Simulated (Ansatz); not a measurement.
# BeMoS3 (built on the sites of a database entry of BaMoO3): following an unstable mode

Which phase does BeMoS3 (built on the sites of a database entry of BaMoO3) fall into along its unstable mode, and how much energy does it gain?

Program: Ansatz 0.2.0. Level of theory: DFT PBEsol, scalar-relativistic, plane waves, PAW. Results are calculated unless marked as measured.

The structure was built from a prototype and need not be the compound's stable phase.

**1. Starting point**

Symmetry: Pm-3m, No. 221, cubic system. Conventional cell: a = 4.621 Å, b = 4.621 Å, c = 4.621 Å, α = 90.00°, β = 90.00°, γ = 90.00°. Nearest to Be lie 12 S at 3.27 Å. Nearest to Mo lie 6 S at 2.31 Å. Nearest to S lie 2 Mo at 2.31 Å. Farther neighbours and most contacts between anions are not listed.

**2. Phonons on a q mesh**

The cell comes from relaxations at this level that are not shown. Stability and thermal properties need the whole zone. Linear response on a 2×2×2 q mesh gives force constants as far as a supercell of that size would.

File input.yaml:

```yaml
crystal:
  lattice:
    - [4.6206887221, 0.0, 0.0]
    - [0.0, 4.6206887221, 0.0]
    - [0.0, 0.0, 4.6206887221]
  atoms:
    - { symbol: Be, position: [0.5, 0.5, 0.5] }
    - { symbol: Mo, position: [0.0, 0.0, 0.0] }
    - { symbol: S, position: [0.0, 0.5, 0.0] }
    - { symbol: S, position: [0.0, 0.0, 0.5] }
    - { symbol: S, position: [0.5, 0.0, 0.0] }
kpoints:
  mp_grid: { grid: [6, 6, 6] }
hamiltonian:
  xc: pbesol
scf:
  occupations: { method: methfessel_paxton, width: 0.15 }
output:
  eigenvalues: true
phonons:
  method: dfpt
  qmesh: [2, 2, 2]
  temperatures: { t_max: 1000, t_step: 50 }
  qpath:
    path:
      - [[0.0, 0.0, 0.0], [0.0, 0.5, 0.0], [0.5, 0.5, 0.0], [0.0, 0.0, 0.0], [0.5, 0.5, 0.5], [0.0, 0.5, 0.0]]
      - [[0.5, 0.5, 0.5], [0.5, 0.5, 0.0]]
    npoints: 10
```

Launch:

```sh
ansatz run input.yaml --threads 8 --pin off --max-ram 14336MiB --backend cpu --events-out ev --progress --plain --runs-dir out
```

Numbers of over 12 decimals in the logs are rounded to 6 here.

The program printed:

```text
Engine: ansatz 0.2.0, x86_64-unknown-linux-gnu
Pseudopotentials: kind: paw
Pseudopotential: Be, paw, valence charge 2, recommended cutoff 420 eV (normal), Be.paw.azcp
Pseudopotential: Mo, paw, valence charge 14, recommended cutoff 420 eV (normal), Mo.paw.azcp
Pseudopotential: S, paw, valence charge 6, recommended cutoff 420 eV (normal), S.paw.azcp
Functional definition: PBEsol
  exchange = pbesol_x
  correlation = pbesol_c
Crystal: 5 atoms, lattice volume = 98.655 Å³
Basis set: ecut = 420 eV, 1935 PW (Γ), exchange–correlation on 64×64×64 points (8 copies of the dense FFT grid, shifted against one another)
Bands: 22, of which v1, the nominal top of the filled ones, is band 17 counted from 1 (16 counted from 0)
Symmetry: 48 space group operations
k-points: 20 of 216
Non-local potential: Be, projectors of the file, l = 0: 2, l = 1: 2, l = 2: 1
Non-local potential: Mo, projectors of the file, l = 0: 3, l = 1: 2, l = 2: 2, l = 3: 1
Non-local potential: S, projectors of the file, l = 0: 2, l = 1: 2, l = 2: 2
PAW form: soft (Blöchl's): semilocal exchange-correlation on the pseudo side does not see the compensation charge
PAW frozen core: Be, regenerated for the run's functional, and the local potential with it (the file was generated under x = pbe(κ = 0.804, μ = 0.219515), c = pbe(β = 0.066725))
PAW frozen core: Mo, regenerated for the run's functional, and the local potential with it (the file was generated under x = pbe(κ = 0.804, μ = 0.219515), c = pbe(β = 0.066725))
PAW frozen core: S, regenerated for the run's functional, and the local potential with it (the file was generated under x = pbe(κ = 0.804, μ = 0.219515), c = pbe(β = 0.066725))
PAW one-centre angular grid: Be, 110 points (default); XC on 64 Gauss nodes
PAW one-centre angular grid: Mo, 590 points (default); XC on 64 Gauss nodes
PAW one-centre angular grid: S, 110 points (default); XC on 64 Gauss nodes
Initial density: superposition of atomic densities (neutral atoms: chi_scale 0, normalization atom), corrected by the library's trained network
Initial wavefunctions: pseudopotential atomic-orbital guess
Functional: x = pbesol(κ = 0.804, μ = 0.123457), c = pbesol(β = 0.046)
SCF iter   1: F=—  HF=-7640.298257 eV  |F-HF|=—  |Δ(HF+E_count)|=         —  Δρ=4.25e-3  dr2=4.48e-2  ethr=1.77e-3  ⟨swp⟩=6.8  Hψ=4775  notcnv=0
automatic band count: the SCF goes on with 27 bands, as 22 were too few: they end inside the smearing window of the response
preconditioner: auto → Kerker (q_TF=auto, 2.284 Å⁻¹)  [metal: Δε(μ)=0.025 eV  Ē_g=9.166 eV  σ=0.150 eV  W_gap=0.14  n_scr=18 (ndim 8)  ℏωp=19.1 eV  f_vac=0.000  D(μ)=5.06/eV (n_scr^D=56)]
SCF iter   2: F=—  HF=-7640.293946 eV  |F-HF|=—  |Δ(HF+E_count)|=   4.31e-3  S|Δr|=    0.00e0  Δρ=2.79e-3  dr2=2.20e-2  ethr=1.32e-4  ⟨swp⟩=1.0  Hψ=700  notcnv=0
preconditioner: auto → Resta (q_TF=auto, 2.284 Å⁻¹)  ε∞=5.3  [insulator: Δε(μ)=0.163 eV  Ē_g=9.156 eV  σ=0.150 eV  W_gap=0.55  n_scr=18 (ndim 8)  ℏωp=19.1 eV  f_vac=0.000  D(μ)=5.13/eV (n_scr^D=56)  ε∞_Penn≈5.3]
SCF iter   3: F=—  HF=-7640.290170 eV  |F-HF|=—  |Δ(HF+E_count)|=   3.78e-3  S|Δr|=    0.00e0  Δρ=5.94e-4  dr2=4.37e-4  ethr=6.46e-5  ⟨swp⟩=1.4  Hψ=503  notcnv=0
SCF iter   4: F=—  HF=-7640.290096 eV  |F-HF|=—  |Δ(HF+E_count)|=   7.39e-5  S|Δr|=    0.00e0  Δρ=2.13e-4  dr2=7.40e-5  ethr=1.29e-6  ⟨swp⟩=2.4  Hψ=687  notcnv=0
SCF iter   5: F=—  HF=-7640.290083 eV  |F-HF|=—  |Δ(HF+E_count)|=   1.26e-5  S|Δr|=    0.00e0  Δρ=3.50e-5  dr2=1.81e-6  ethr=2.18e-7  ⟨swp⟩=1.6  Hψ=506  notcnv=0
SCF iter   6: F=—  HF=-7640.290082 eV  |F-HF|=—  |Δ(HF+E_count)|=   1.39e-6  S|Δr|=    0.00e0  Δρ=6.23e-6  dr2=2.64e-8  ethr=5.32e-9  ⟨swp⟩=2.6  Hψ=756  notcnv=0
SCF iter   7: F=—  HF=-7640.290082 eV  |F-HF|=—  |Δ(HF+E_count)|=   3.77e-9  S|Δr|=    0.00e0  Δρ=1.60e-6  dr2=4.12e-9  ethr=7.78e-11  ⟨swp⟩=2.5  Hψ=807  notcnv=0
SCF iter   8: F=—  HF=-7640.290082 eV  |F-HF|=—  |Δ(HF+E_count)|=  6.46e-11  S|Δr|=    0.00e0  Δρ=4.60e-7  dr2=2.95e-10  ethr=1.21e-11  ⟨swp⟩=1.2  Hψ=537  notcnv=0
SCF iter   9: F=-7640.290082 eV  HF=-7640.290082 eV  |F-HF|=3.64e-12  |Δ(HF+E_count)|=  4.55e-11  S|Δr|=    0.00e0  Δρ=3.94e-8  dr2=1.57e-12  ethr=1.00e-12  ⟨swp⟩=8.3  Hψ=2876  notcnv=0
SCF 1 converged in 9 iterations: F = -7640.290082 eV  dr2 = 1.57e-12
  greatest PAW one-centre occupation: 0.999 electrons in one spin orbital (limit 2), on the Mo atom at site 1 (counted from 0), in its partial waves of l = 0
Initial density: read from a saved state, or passed on in memory by an earlier SCF of this step, an earlier step, the calling program or the single point that the run made first
iter 1 solved again at ethr=2.18e-7 eV; its pass at ethr=3.10e-3 eV (dr2=7.41e-5 eV) is discarded
SCF iter   1: F=—  HF=-7640.290078 eV  |F-HF|=—  |Δ(HF+E_count)|=         —  Δρ=7.88e-7  dr2=8.85e-10  ethr=2.18e-7  ⟨swp⟩=3.0  Hψ=3317  notcnv=0
eigensolver tolerance schedule: the retry pair's looser diagonalisation over-reported the residual by 83698.06 of it (diagonalisation noise at an unbounded share of the residual, at the tolerance the schedule requests for it); recorded, not acted on — ethr = c·dr2/N_el stays at c = 1.0e-1
preconditioner: auto → Resta (q_TF=auto, 2.284 Å⁻¹)  ε∞=8.4  [insulator: Δε(μ)=0.137 eV  Ē_g=7.028 eV  σ=0.150 eV  W_gap=0.52  n_scr=18 (ndim 8)  ℏωp=19.1 eV  f_vac=0.000  D(μ)=5.22/eV (n_scr^D=56)  ε∞_Penn≈8.4]
SCF iter   2: F=—  HF=-7640.290082 eV  |F-HF|=—  |Δ(HF+E_count)|=   3.49e-6  S|Δr|=    0.00e0  Δρ=4.11e-7  dr2=2.83e-10  ethr=2.60e-12  ⟨swp⟩=3.5  Hψ=1138  notcnv=0
SCF iter   3: F=—  HF=-7640.290082 eV  |F-HF|=—  |Δ(HF+E_count)|=  2.00e-11  S|Δr|=    0.00e0  Δρ=2.64e-7  dr2=1.11e-10  ethr=1.00e-12  ⟨swp⟩=1.0  Hψ=440  notcnv=0
SCF iter   4: F=—  HF=-7640.290082 eV  |F-HF|=—  |Δ(HF+E_count)|=  6.37e-12  S|Δr|=    0.00e0  Δρ=1.00e-7  dr2=1.29e-11  ethr=1.00e-12  ⟨swp⟩=1.0  Hψ=440  notcnv=0
SCF iter   5: F=-7640.290082 eV  HF=-7640.290082 eV  |F-HF|=1.82e-12  |Δ(HF+E_count)|=  2.73e-12  S|Δr|=    0.00e0  Δρ=1.34e-8  dr2=3.13e-13  ethr=1.00e-12  ⟨swp⟩=2.7  Hψ=895  notcnv=0
SCF 2 converged in 5 iterations: F = -7640.290082 eV  dr2 = 3.13e-13
phonons: the bands overlap, so this run is a metal and interpolates without the dipole-dipole term. If the crystal is really an insulator or semiconductor, its LO-TO splitting is missing
NSCF: frozen V_eff on 20 k-points
NSCF: frozen V_eff on 64 k-points
DFPT response loops at q = (0, 0, 0) (fractional): preconditioner auto → Kerker (q_TF=auto, 2.284 Å⁻¹) (partly filled bands, converged f_vac=0.000); β = 1.00, the filter's whole step (`scf.mixing.beta` (0.50) is not read by the response loops under this deck's `scf.mixing.preconditioner`; to damp them name `kerker` or `kerker_dos`, under which they read `scf.mixing.beta`, and type it under 1.00, their step now; both keys bind the ground state too); Broyden in place of MSR1
NSCF: frozen V_eff on 128 k-points
DFPT response loops at q = (0, 0, -0.5) (fractional): mixed as the last ones told, above
NSCF: frozen V_eff on 128 k-points
DFPT response loops at q = (0, -0.5, -0.5) (fractional): mixed as the last ones told, above
NSCF: frozen V_eff on 128 k-points
DFPT response loops at q = (-0.5, -0.5, -0.5) (fractional): mixed as the last ones told, above
SCF converged after 9 iterations
Stability not checked: this state was not tested for a lower state beside it, because cold or Methfessel-Paxton smearing, or corrected tetrahedra, fill the levels in a way that the test cannot read (fill_not_monotonic; see scf.lower_state_search)
Free energy (F): -7640.290082 eV
Harris-Foulkes:  -7640.290082 eV  (|F-HF|=3.64e-12)
Internal energy: -7640.282163 eV  (E = F + TS)
E sigma→0 (E₀):  -7640.288102 eV
Entropy (-TS):   -0.007919 eV (-1.584 meV/atom)
Fermi energy:    7.026543 eV
--- Per-component energies (eV) ---
  E_band       = -237.076610
  E_kinetic    = 773.316236
  E_local      = -2304.886824  (includes V_loc(G=0)·N_el)
  E_nonlocal   = 235.273143
  E_hartree    = 862.695149
  E_xc         = -485.659378
  E_vxc        = -505.349863  (∫ρ·V_xc dr)
  E_paw        = -4953.038154  (= ΣΔE_a)
  E_vpaw       = -160.819622  (= ΣTr[D̂ρ^β])
  E_aug_tail   = 0.000037  (compensation charges beyond the density's cutoff)
  E_ewald      = -1768.387049
  E_core_change = 0.404679  (= ΣΔE_core)
  E_smearing   = -0.007919  (= −TS)
  E_closure    = 0.000000  (closes the sum)
  Σ components = -7640.290082   (vs F -7640.290082, Δ=0.00e0)
--- Band table (eV; the first three rows and the last of 20) ---
  k-point 0: bands = [... 13 lower, 5.6641, 5.6641, 5.6641, 5.9219, 6.3097, 6.3097, 6.3097, 7.7624, ... 6 higher]
  k-point 1: bands = [... 13 lower, 5.3612, 5.4928, 6.0810, 6.0810, 6.6207, 6.9124, 6.9124, 7.7810, ... 6 higher]
  k-point 2: bands = [... 13 lower, 5.1893, 5.3862, 6.1796, 6.1796, 7.6349, 7.8081, 7.9547, 7.9547, ... 6 higher]
  k-point 19: bands = [... 13 lower, 5.6735, 7.2819, 7.2819, 7.2819, 8.2449, 8.2449, 8.2449, 12.3616, ... 6 higher]
--- Phonons (Γ-DFPT): 4 representative perturbations + reference (Σ response iterations 12) ---
  ASR residual: 1.424e-4 → 0.000e0 eV/Å²; symmetrization residual: 1.864e-6 eV/Å²
  ASR residual per site (eV/Å²): 1.42e-4 4.36e-5 2.90e-5 2.90e-5 2.90e-5
  Γ frequencies (cm⁻¹): -282.68 -282.68 -282.68 -113.42 -113.42 -113.42 -42.19 -42.19 -42.19 0.00 0.00 0.00 385.14 385.14 385.14
--- Phonons (arbitrary-q DFPT): 4 irreducible q on the 2×2×2 mesh ---
  q = [0.0000, 0.0000, 0.0000] (star 1, of the zone-centre solve; hermiticity 2.57e-7, symmetrization 1.11e-13): -282.68 -282.68 -282.68 -113.42 -113.42 -113.42 -42.19 -42.19 -42.19 -0.00 -0.00 0.00 385.14 385.14 385.14
  q = [0.0000, 0.0000, -0.5000] (star 3, 9 solved perturbations in 504 linear systems a pass and spin channel, the states on 64 of 216 k-point pairs; hermiticity 3.95e-7, symmetrization 5.55e-8): -247.61 -247.61 -226.40 -152.97 -152.97 -117.84 -53.21 -53.21 63.03 104.84 121.45 121.45 366.72 366.72 453.43
  q = [0.0000, -0.5000, -0.5000] (star 3, 9 solved perturbations in 504 linear systems a pass and spin channel, the states on 64 of 216 k-point pairs; hermiticity 1.51e-7, symmetrization 2.62e-8): -291.07 -291.07 -242.47 -199.47 -81.63 66.05 66.05 70.29 70.29 154.40 154.40 193.65 341.36 345.14 489.53
  q = [-0.5000, -0.5000, -0.5000] (star 1, 4 solved perturbations in 184 linear systems a pass and spin channel, the states on 64 of 216 k-point pairs; hermiticity 2.86e-8, symmetrization 1.73e-8): -264.13 -264.13 -264.13 -201.97 -201.97 -201.97 86.88 86.88 86.88 207.16 207.16 207.16 309.74 309.74 522.22
  sum rule: each row above includes the acoustic sum rule's correction from the zone centre's row sums; it moved no ω² by more than (2.07 cm⁻¹)²
  mesh force constants: q→R imaginary residual 5.58e-18; ASR residual 1.424e-4 → 0.000e0 eV/Å²; symmetrization residual 2.132e-14 eV/Å²
  interpolated dispersion: 62 rows × 15 modes
  density of states and harmonic sums: on the 14×14×14 q-mesh, interpolated from the force constants of a 2×2×2 supercell (no non-analytic term)
  largest difference from the sums on the solved wave vectors: F 3.10e-2 eV, S 4.13e-5 and C_V 1.03e-5 eV/K
  zero-point energy: 0.108106 eV/cell   skipped modes (ω ≤ 0): 843, of them read as no rigid motion or as one in doubt: 840 (7.004e0 modes/cell left out, lowest -291.07 cm⁻¹)   left out of the sums: 4.67e-1 of the cell's modes: C_V's classical limit lies that fraction below 3 k_B per atom; for a crystal, a wire or a layer, F and S can be off by more, and a phonons.interpolated_qmesh denser along its periods is the remedy for the sampling
```

Elapsed: 35 s, on 8 threads of Intel Xeon Platinum 8559C (Emerald Rapids), shared host; peak memory 0.89 GiB; 3.7 min of CPU time.

In the SCF lines HF is the Harris–Foulkes energy and dr2 the Hartree energy of the density residual, in eV; the loop may stop once dr2 is under the threshold and the program's other checks hold. Hψ counts applications of the Hamiltonian.

This step gave:

```yaml
volume_per_atom: 19.73 Å³
gap_on_the_k_mesh: 0 eV
sum_rule_residual_before_enforcement: 1.42e-4 eV/Å²
lowest_frequency_on_the_path: -291.1 cm⁻¹
point_group: m-3m
highest_frequency_on_the_path_or_at_a_solved_wavevector: 522.2 cm⁻¹
highest_optical_mode_at_the_zone_centre_no_lo_to_term: 385.1 cm⁻¹
lowest_optical_zone_centre_mode: -282.7 cm⁻¹
lowest_mode_on_the_q_mesh_acoustic_modes_at_gamma_apart: -291.1 cm⁻¹
```

Frequencies (cm⁻¹) solved at each irreducible wavevector; negative means imaginary. Frequencies by wavevector, by row:

| q in reciprocal lattice units | star | mode 1 | mode 2 | mode 3 | mode 4 | mode 13 | mode 14 | mode 15 |
| --- | --- | --- | --- | --- | --- | --- | --- | --- |
| 0 0 0 | 1 | -282.7 | -282.7 | -282.7 | -113.4 | 385.1 | 385.1 | 385.1 |
| 0 0 -0.5 | 3 | -247.6 | -247.6 | -226.4 | -153 | 366.7 | 366.7 | 453.4 |
| 0 -0.5 -0.5 | 3 | -291.1 | -291.1 | -242.5 | -199.5 | 341.4 | 345.1 | 489.5 |
| -0.5 -0.5 -0.5 | 1 | -264.1 | -264.1 | -264.1 | -202 | 309.7 | 309.7 | 522.2 |

Interpolated from a 2×2×2 q mesh. The phonon branches at the labelled points (cm⁻¹):

| point | branch 1 | branch 2 | branch 3 | branch 4 | branch 12 | branch 13 | branch 14 | branch 15 |
| --- | --- | --- | --- | --- | --- | --- | --- | --- |
| Γ | -283 | -283 | -283 | -113 | 0 | 385 | 385 | 385 |
| halfway | -267 | -267 | -256 | -123 | 87 | 376 | 376 | 418 |
| X | -248 | -248 | -226 | -153 | 121 | 367 | 367 | 453 |
| halfway | -273 | -268 | -245 | -166 | 174 | 355 | 359 | 469 |
| M | -291 | -291 | -242 | -200 | 194 | 341 | 345 | 490 |
| halfway | -277 | -257 | -252 | -149 | 146 | 366 | 370 | 440 |
| Γ | -283 | -283 | -283 | -113 | 0 | 385 | 385 | 385 |
| halfway | -268 | -268 | -254 | -160 | 148 | 357 | 357 | 462 |
| R | -264 | -264 | -264 | -202 | 207 | 310 | 310 | 522 |
| halfway | -271 | -266 | -260 | -174 | 180 | 342 | 344 | 486 |
| X | -248 | -248 | -226 | -153 | 121 | 367 | 367 | 453 |
| jump to R | -264 | -264 | -264 | -202 | 207 | 310 | 310 | 522 |
| halfway | -278 | -278 | -254 | -201 | 201 | 327 | 328 | 505 |
| M | -291 | -291 | -242 | -200 | 194 | 341 | 345 | 490 |

Symmetry leaves 4 wavevectors to solve. The lowest mode among them, the acoustic zeros apart, lies at q = (0, -0.5, -0.5) and is imaginary, 291.1i cm⁻¹, so the energy falls along it.

**3. The mode frozen in, largest atomic shift 0 Å**

The mode followed lies at q = (0, -0.5, -0.5) with frequency 291.1i cm⁻¹ and is 2-fold degenerate, the softest among the wavevectors solved. At small amplitude the distorted cell has space group no. 10 by a symmetry search on the positions. The undistorted cell that holds it gives the zero of energy on the same k mesh.

System of this step: BeMoS3 (built on the sites of a database entry of BaMoO3). The structure is cubic, space group Pm-3m (No. 221). The conventional cell has a = 4.621 Å, b = 4.621 Å, c = 4.621 Å, α = 90.00°, β = 90.00°, γ = 90.00°. Be has 12 S at 3.27 Å nearest. Mo has 6 S at 2.31 Å nearest. S has 2 Mo at 2.31 Å nearest. Nearest to S lie 2 Mo at 2.31 Å. Farther neighbours and most contacts between anions are not listed.

File input.yaml:

```yaml
crystal:
  lattice:
    - [-4.6206887221, 0.0, 0.0]
    - [0.0, -4.6206887221, -4.6206887221]
    - [0.0, -4.6206887221, 4.6206887221]
  atoms:
    - { symbol: Be, position: [0.5, 0.0, 0.5] }
    - { symbol: Be, position: [0.5, 0.5, 0.0] }
    - { symbol: Mo, position: [0.0, 0.0, 0.0] }
    - { symbol: Mo, position: [0.0, 0.5, 0.5] }
    - { symbol: S, position: [0.0, 0.75, 0.75] }
    - { symbol: S, position: [0.0, 0.25, 0.25] }
    - { symbol: S, position: [0.0, 0.25, 0.75] }
    - { symbol: S, position: [0.0, 0.75, 0.25] }
    - { symbol: S, position: [0.5, 0.0, 0.0] }
    - { symbol: S, position: [0.5, 0.5, 0.5] }
kpoints:
  mp_grid: { grid: [6, 6, 6] }
hamiltonian:
  xc: pbesol
scf:
  occupations: { method: methfessel_paxton, width: 0.15 }
output:
  forces: true
  stress: true
  eigenvalues: true
```

The program printed:

```text
[...]
Crystal: 10 atoms, lattice volume = 197.310 Å³
Basis set: ecut = 420 eV, 3891 PW (Γ), exchange–correlation on 64×90×90 points (8 copies of the dense FFT grid, shifted against one another)
Bands: 44, of which v1, the nominal top of the filled ones, is band 34 counted from 1 (33 counted from 0)
Symmetry: 32 space group operations
[...]
k-points: 40 of 216
[...]
k-point 0: bands = [... 30 lower, 5.6565, 5.9416, 6.2951, 6.2951, 6.3052, 6.8524, 7.2180, 7.7497, ... 6 higher]
  k-point 1: bands = [... 30 lower, 5.8596, 6.1134, 6.1952, 6.5117, 6.6347, 6.9184, 7.0205, 7.9929, ... 6 higher]
  k-point 2: bands = [... 30 lower, 5.8215, 6.5592, 6.5721, 6.8832, 6.9545, 7.0093, 7.4160, 7.9864, ... 6 higher]
  k-point 39: bands = [... 30 lower, 6.8554, 6.8554, 7.2350, 7.2350, 8.5694, 8.5694, 8.5882, 8.5882, ... 6 higher]
[key lines of the parts left out:]
SCF converged after 7 iterations
Free energy (F): -15280.616618 eV
Fermi energy:    7.063161 eV
P = ⅓ Tr σ = 0.0306 GPa (0.306 kbar)
```

Elapsed: 1.7 s, on 8 threads; peak memory 0.91 GiB.

Numbers from this step:

| Item | Value |
| --- | --- |
| pressure | 0.03063 GPa |
| energy from the undistorted cell | 0 meV/atom |

The run ends at a pressure of 0.03 GPa.

**4. The mode frozen in, largest atomic shift 0.6 Å**

The atoms are moved along the unstable eigenvector, the largest shift by 0.6 Å, with the cell fixed.

File input.yaml:

```yaml
crystal:
  lattice:
    - [-4.6206887221, 0.0, 0.0]
    - [0.0, -4.6206887221, -4.6206887221]
    - [0.0, -4.6206887221, 4.6206887221]
  atoms:
    - { symbol: Be, position: [0.5, -0.060169967, 0.569355509] }
    - { symbol: Be, position: [0.5, 0.560169967, -0.069355509] }
    - { symbol: Mo, position: [0.0, 0.0059682711, 0.0068793869] }
    - { symbol: Mo, position: [0.0, 0.4940317289, 0.4931206131] }
    - { symbol: S, position: [0.0, 0.75, 0.75] }
    - { symbol: S, position: [0.0, 0.25, 0.25] }
    - { symbol: S, position: [0.0, 0.25, 0.75] }
    - { symbol: S, position: [0.0, 0.75, 0.25] }
    - { symbol: S, position: [0.5, -0.0128898345, -0.0148575955] }
    - { symbol: S, position: [0.5, 0.5128898345, 0.5148575955] }
kpoints:
  mp_grid: { grid: [6, 6, 6] }
hamiltonian:
  xc: pbesol
scf:
  occupations: { method: methfessel_paxton, width: 0.15 }
output:
  forces: true
  stress: true
  eigenvalues: true
```

The program printed:

```text
[...]
Crystal: 10 atoms, lattice volume = 197.310 Å³
Basis set: ecut = 420 eV, 3891 PW (Γ), exchange–correlation on 64×90×90 points (8 copies of the dense FFT grid, shifted against one another)
Bands: 44, of which v1, the nominal top of the filled ones, is band 34 counted from 1 (33 counted from 0)
Symmetry: 4 space group operations
[...]
k-points: 80 of 216
[...]
k-point 0: bands = [... 30 lower, 5.7790, 6.0248, 6.2756, 6.2850, 6.3910, 7.2125, 7.3434, 7.7477, ... 6 higher]
  k-point 1: bands = [... 30 lower, 5.8169, 6.2162, 6.2427, 6.4857, 6.7454, 7.0171, 7.3280, 8.1868, ... 6 higher]
  k-point 2: bands = [... 30 lower, 5.7920, 6.4903, 6.7009, 6.7084, 7.0008, 7.1805, 7.6405, 8.1484, ... 6 higher]
  k-point 79: bands = [... 30 lower, 6.8159, 7.0766, 7.1770, 7.2101, 8.1698, 8.1716, 8.5743, 8.6328, ... 6 higher]
[key lines of the parts left out:]
SCF converged after 8 iterations
Free energy (F): -15281.860392 eV
Fermi energy:    7.137630 eV
P = ⅓ Tr σ = 0.0258 GPa (0.258 kbar)
```

Elapsed: 4.4 s, on 8 threads; peak memory 1.1 GiB; 30 s of CPU time.

Numbers from this step:

| Item | Value |
| --- | --- |
| pressure | 0.02579 GPa |
| energy from the undistorted cell | -124.5 meV/atom |

The energy, extrapolated to zero smearing, is -124.47 meV/atom against the undistorted cell.

The run ends at a pressure of 0.03 GPa, with forces up to 1.6 eV/Å.

(Part 1 of 2 ends here.)

[Logs are printed without paths, hosts, clocks, repeated set-up lines and the standing remarks that a program may print on its own settings, such as how far it seeks lower states.]

[Hosts, paths, dates, database ids (printed as entryN), source tags and the programs' standing remarks are cut or masked in the printed files.]
